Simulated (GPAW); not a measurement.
# Geometry or basis: what sets the conductance of a W chain with two Al atoms in line, part 2 of 2

Aim: the conductance of a W chain with two Al atoms in line after relaxation, and whether geometry, basis or functional moves it most.

GPAW 26.7.0; GPAW LCAO, PAW setups; relaxation of the junction within the symmetry of its start, lead ends held (the session's first sound run).

So far, transmission at the Fermi level (one spin): step 3 (GPAW, dzp, PBE, GPAW) 2.37; step 4 (basis szp(dzp), PBE, GPAW) 2.36; step 5 (basis sz(dzp), PBE, GPAW) 2.40; step 6 (RPBE) 2.37; step 7 (the structure as built: geometry = "as built", PBE, GPAW) 2.04.

### 8. All levels side by side

Times are for 1 thread of Arm Neoverse V1, shared host. Results by setting:

```
no.       run  conductance (G₀)     time  memory (GiB)
  1       dzp             2.337  4.7 min           1.6
  2       szp             2.327  2.2 min           1.5
  3        sz             2.374  1.8 min           1.4
  4  dzp RPBE             2.337  4.5 min           1.6
  5   asbuilt             2.034  4.4 min           1.6
```

### 9. Comparison

The curves are compared point by point over the common energies.

This step: comparison of transmission and cost over codes, levels and geometry (GPAW 26.7.0).

Ladder, by row:

```
    step  code  T at the Fermi level (sum over the listed spins)  conductance (G0)  r.m.s. T(E) from the first  wall time (s)  peak memory (GiB)  threads
     dzp  GPAW                                             2.366             2.337                           0          280.8               1.55        1
     szp  GPAW                                             2.356             2.327                      0.1505          131.2               1.48        1
      sz  GPAW                                             2.401             2.374                      0.2775          110.5               1.42        1
dzp-RPBE  GPAW                                             2.367             2.337                     0.04192            268               1.55        1
 asbuilt  GPAW                                             2.037             2.034                      0.3439          262.1               1.55        1
```

Table of transmission, zone mean, sum over the listed spins by energy, zero at the Fermi level:

```
energy (eV)    dzp    szp     sz  dzp-RPBE  asbuilt
     -2.000  0.983  0.992  0.969     0.981    0.973
     -1.900  0.966  0.979  0.947     0.963    0.960
     -1.800  0.943  0.960  0.921     0.940    0.947
     -1.700  0.919  0.938  0.894     0.915    0.935
     -1.600  0.895  0.916  0.870     0.890    0.925
     -1.500  0.874  0.896  0.849     0.869    0.918
     -1.400  0.858  0.880  0.833     0.853    0.912
     -1.300  0.845  0.866  0.818     0.840    0.908
     -1.200  0.833  0.853  0.806     0.827    0.905
     -1.100  0.820  0.840  0.794     0.815    0.903
     -1.000  0.807  0.826  0.782     0.802    0.903
     -0.900  0.794  0.813  0.772     0.789    0.909
     -0.800  0.786  0.802  0.769     0.780    0.922
     -0.700  0.785  0.798  0.777     0.779    0.949
     -0.600  0.800  0.809  0.805     0.793    0.993
     -0.500  0.842  0.845  0.869     0.836     1.07
     -0.400  0.935  0.927  0.990     0.928     1.18
     -0.300   1.11   1.09   1.21      1.11     1.33
     -0.200   1.43   1.39   1.55      1.42     1.53
     -0.100   1.89   1.85   1.99      1.89     1.78
      0.000   2.37   2.36   2.40      2.37     2.04
      0.100   2.60   2.61   2.58      2.59     2.27
      0.125   2.60   2.62   2.58      2.59     2.33
      0.200   2.52   2.54   2.51      2.51     2.46
      0.300   2.31   2.31   2.33      2.29     2.57
      0.400   2.09   2.10   2.13      2.07     2.62
      0.500   1.92   1.93   1.96      1.90     2.63
      0.600   1.80   1.82   1.84      1.78     2.60
      0.700   1.74   1.76   1.76      1.72     2.56
      0.800   1.72   1.75   1.73      1.71     2.52
      0.900   1.75   1.78   1.73      1.74     2.48
      1.000   1.83   1.85   1.77      1.82     2.46
      1.100   1.94   1.96   1.85      1.93     2.45
      1.200   2.09   2.11   1.96      2.08     2.47
      1.300   2.26   2.26   2.10      2.25     2.50
      1.400   2.42   2.40   2.26      2.41     2.53
      1.475   2.47   2.47   2.37      2.46     2.51
      1.500   2.45   2.47   2.40      2.43     2.49
      1.600   2.05   2.36   2.46      1.96     2.20
      1.700  0.605   1.72   2.29     0.470    0.774
      1.800  0.492  0.496  0.481     0.477    0.529
      1.900  0.504  0.509  0.495     0.487    0.531
      2.000  0.522  0.527  0.517     0.503    0.535
```

### 10. Other settings

One more run, with changed settings.

This step: GPAW LCAO, PAW setups; Landauer transmission from Green's functions with principal layers (ASE), zero bias (GPAW 26.7.0).

Input file run.py:

```python
import json
import numpy as np
from ase import Atoms
from ase.transport.calculators import TransportCalculator
from gpaw import GPAW, FermiDirac
from gpaw.lcao.tools import get_lcao_hamiltonian
from scipy.linalg import eigh

# The junction with lead layers at both ends, along the third cell vector
device = Atoms(
    ['W', 'W', 'W', 'W', 'W', 'W', 'W', 'W', 'Al', 'Al', 'W', 'W', 'W', 'W', 'W', 'W', 'W', 'W'],
    positions=[
        [4.50000, 4.50000, 1.12500],
        [4.50000, 4.50000, 3.37500],
        [4.50000, 4.50000, 5.62500],
        [4.50000, 4.50000, 7.87500],
        [4.50000, 4.50000, 10.12500],
        [4.50000, 4.50000, 12.37500],
        [4.50000, 4.50000, 14.62500],
        [4.50000, 4.50000, 16.75731],
        [4.50000, 4.50000, 19.16188],
        [4.50000, 4.50000, 21.50312],
        [4.50000, 4.50000, 23.90769],
        [4.50000, 4.50000, 26.04000],
        [4.50000, 4.50000, 28.29000],
        [4.50000, 4.50000, 30.54000],
        [4.50000, 4.50000, 32.79000],
        [4.50000, 4.50000, 35.04000],
        [4.50000, 4.50000, 37.29000],
        [4.50000, 4.50000, 39.54000]],
    cell=[[9.0, 0.0, 0.0], [0.0, 9.0, 0.0], [0.0, 0.0, 40.665]],
    pbc=True)

# One principal layer of the lead: the first 5 atoms of the device
lead = Atoms(
    ['W', 'W', 'W', 'W', 'W'],
    positions=[
        [4.50000, 4.50000, 1.12500],
        [4.50000, 4.50000, 3.37500],
        [4.50000, 4.50000, 5.62500],
        [4.50000, 4.50000, 7.87500],
        [4.50000, 4.50000, 10.12500]],
    cell=[[9.0, 0.0, 0.0], [0.0, 9.0, 0.0], [0.0, 0.0, 11.25]],
    pbc=True)

settings = dict(mode='lcao', basis='dzp', xc='PBE', h=0.2,
                occupations=FermiDirac(0.1), maxiter=60,
                mixer=dict(beta=0.9, nmaxold=1, weight=1.0),
                convergence=dict(density=0.0001))
energies = np.arange(-2, 2 + 1e-9, 0.025)
eta = 0.0001
n1, n2 = 1, 1
# k and -k transmit alike, so half of the mesh across the current serves
mesh = [(i, j) for i in range(n1) for j in range(n2) if (i, j) <= (-i % n1, -j % n2)]
weights = np.array([1 if (i, j) == (-i % n1, -j % n2) else 2 for i, j in mesh]) / (n1 * n2)

# [... helper functions left out ...]
fermi_lead = ground_state(lead, (1, 1, 10), 'lead.txt')
fermi_device = ground_state(device, (1, 1, 2), 'device.txt')
# [... loop over the mesh left out, but for ...]
        # Shift the lead onto the potential of the device's first layer
        shift = ((H[:, 0, 0] - H0[:, 0, 0]) / S0[0, 0]).real.mean()
# [...]
kT = 8.617333e-5 * 300
bias = [0.1, 0.2, 0.5, 1.0, 1.5, 2.0]
# [... integrals and printing left out ...]
```

Launch:

```bash
OMP_NUM_THREADS=1 OPENBLAS_NUM_THREADS=1 python run.py
```

Wall time 2.3 min (1 thread of Arm Neoverse V1, shared host); peak memory 0.42 GiB.

The fault put into the input: mixing far too strong, under a cap of 60 iterations, which ended the run (beta = 0.9, nmaxold = 1 and weight = 1.0).

### 11. Outcome

```json
{
 "conductance": "2.34 G₀",
 "transmission at the Fermi level, mean of the spins": "2.37"
}
```

**Reading.** In the dzp basis the junction conducts 2.34 G₀ at 300 K, with T = 2.37 a spin at the Fermi level; the sz basis reaches that conductance within 10 %. Relaxation moved atoms by up to 0.12 Å and took the conductance from 2.03 to 2.34 G₀, as a ratio a larger change than the step from dzp to the minimal basis. At the Fermi level the three most open eigenchannels pass 0.87, 0.87 and 0.62. Measured against the first run (dzp), the nearest curve is that of dzp-RPBE (r.m.s. 0.042) and the farthest that of asbuilt (0.34). Over the compared runs wall time goes from 111 s (sz) to 281 s (dzp), on a shared host. The leads kept an estimated spacing and the cell its length, so the junction may be under some tension or compression. The geometry comes from the orbital basis, which tends to overbind, and kept the symmetry of the start, so a structure of lower symmetry may lie lower. The run had no spin polarisation, so a magnetic state, which chains and small molecules with open shells often have, wasn't tested. Spin-orbit coupling is left out, which matters for the heavy atoms here. An evenly spaced straight chain is an idealisation: free chains tend to dimerise, zigzag or, where a band edge lies near the Fermi level, turn magnetic. The currents use the zero-bias T(E) throughout, which holds only while the bias is small against the distance to the nearest feature. The thermopower isn't quoted: it samples T(E) farther from the Fermi level than the conductance does, and the energy grid wasn't tested for it.

[Logs are printed without paths, hosts, clocks, repeated set-up lines and the standing remarks that a program may print on its own settings, such as how far it seeks lower states.]

[Hosts, paths, dates, database ids (printed as entryN), source tags and the programs' standing remarks are cut or masked in the printed files.]
